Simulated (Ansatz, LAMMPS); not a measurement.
**A faulty run on liquid (Cs,K,Li)F at 1300 K (82 atoms)**

Program: Ansatz 0.2.0. The cell: 15 Cs, 8 K, 18 Li and 41 F.

input.yaml

```yaml
crystal:
  lattice:
    - [12.8285, 0.0, 0.0]
    - [0.0, 12.8285, 0.0]
    - [0.0, 0.0, 12.8285]
  atoms:
    - { symbol: Cs, position: [0.15071, 0.9448, 0.27668] }
    - { symbol: Cs, position: [0.61583, 0.47226, 0.43584] }
    - { symbol: Cs, position: [0.08338, 0.44268, 0.70784] }
    - { symbol: Cs, position: [0.64613, 0.8775, 0.6708] }
    - { symbol: Cs, position: [0.65587, 0.35624, 0.04688] }
    - { symbol: Cs, position: [0.81838, 0.09691, 0.47323] }
    - { symbol: Cs, position: [0.99551, 0.16041, 0.18189] }
    - { symbol: Cs, position: [0.42264, 0.00101, 0.45304] }
    - { symbol: Cs, position: [0.26578, 0.30727, 0.21928] }
    - { symbol: Cs, position: [0.35471, 0.30948, 0.75336] }
    - { symbol: Cs, position: [0.3491, 0.79949, 0.87661] }
    - { symbol: Cs, position: [0.33068, 0.68719, 0.38782] }
    - { symbol: Cs, position: [0.00763, 0.74685, 0.91477] }
    - { symbol: Cs, position: [0.50038, 0.62892, 0.12131] }
    - { symbol: Cs, position: [0.0512, 0.46858, 0.36982] }
    - { symbol: K, position: [0.13561, 0.06642, 0.94919] }
    - { symbol: K, position: [0.8958, 0.76859, 0.30473] }
    - { symbol: K, position: [0.73824, 0.6169, 0.78602] }
    [... 58 atom lines left out ...]
    - { symbol: F, position: [0.18013, 0.54856, 0.16141] }
    - { symbol: F, position: [0.49367, 0.75502, 0.53326] }
    - { symbol: F, position: [0.18776, 0.10507, 0.13996] }
    - { symbol: F, position: [0.11415, 0.46632, 0.95551] }
    - { symbol: F, position: [0.63519, 0.57253, 0.98549] }
    - { symbol: F, position: [0.71156, 0.4697, 0.62476] }
kpoints:
  mp_grid: { grid: [1, 1, 1] }
hamiltonian:
  xc: pbe
scf:
  occupations: { method: fixed }
  eigensolver: { kind: { support_functions: { accuracy: medium, radius: 3.63 } } }
  max_iter: 150
output:
  forces: true
  eigenvalues: true
```

Command:

```console
ansatz run input.yaml --threads 4 --pin off --max-ram 8192MiB --backend cpu --events-out ev --progress --plain --runs-dir out
```

The log of the run:

```text
Warning: scf.eigensolver.kind.support_functions: disabling space-group detection — the functions' gradient is summed over unrotated k-points, so no spatial operation reduces the k-mesh or symmetrises the density; time reversal is kept, so that k and −k are solved as one point where they differ and the mesh holds both, and exact exchange and, on two spinor components, a DFT+U term hold to it where the run has them: [...]
Warning: basis.ecutwfc = 631 eV, auto-derived: no grid that the accuracy of the support functions lays serves the files at the lower one that their records recommend; a deck with other species or settings can derive another value
settings of this run that can trade accuracy for cost: scf.eigensolver.kind.support_functions [...]
Engine: ansatz 0.2.0, x86_64-unknown-linux-gnu
Pseudopotentials: kind: paw
Pseudopotential: Cs, paw, valence charge 9, recommended cutoff 420 eV (normal), Cs.paw.azcp
Pseudopotential: K, paw, valence charge 9, recommended cutoff 420 eV (normal), K.paw.azcp
Pseudopotential: Li, paw, valence charge 3, recommended cutoff 420 eV (normal), Li.paw.azcp
Pseudopotential: F, paw, valence charge 7, recommended cutoff 420 eV (normal), F.paw.azcp
[... 5 lines on functional and potentials left out ...]
Error: SCF: the radius of support functions is under 4.06 Å, the least for these sites at the functions' level (scf.eigensolver.kind.support_functions.accuracy). Use scf.eigensolver.kind: auto, or type scf.eigensolver.kind.support_functions.radius at least as long, [...]
```

Wall time 4.1 s (4 threads of AMD EPYC 9R45, shared host); peak memory 0.65 GiB.

Q: Name the fault and the fix.

A radius under the least that the level allows: support_functions.radius = 3.63.

The fix is to use a longer radius.

The run ended with an error.

[Logs are printed without paths, hosts, clocks, repeated set-up lines and the standing remarks that a program may print on its own settings, such as how far it seeks lower states.]

[Hosts, paths, dates, database ids (printed as entryN), source tags and the programs' standing remarks are cut or masked in the printed files.]
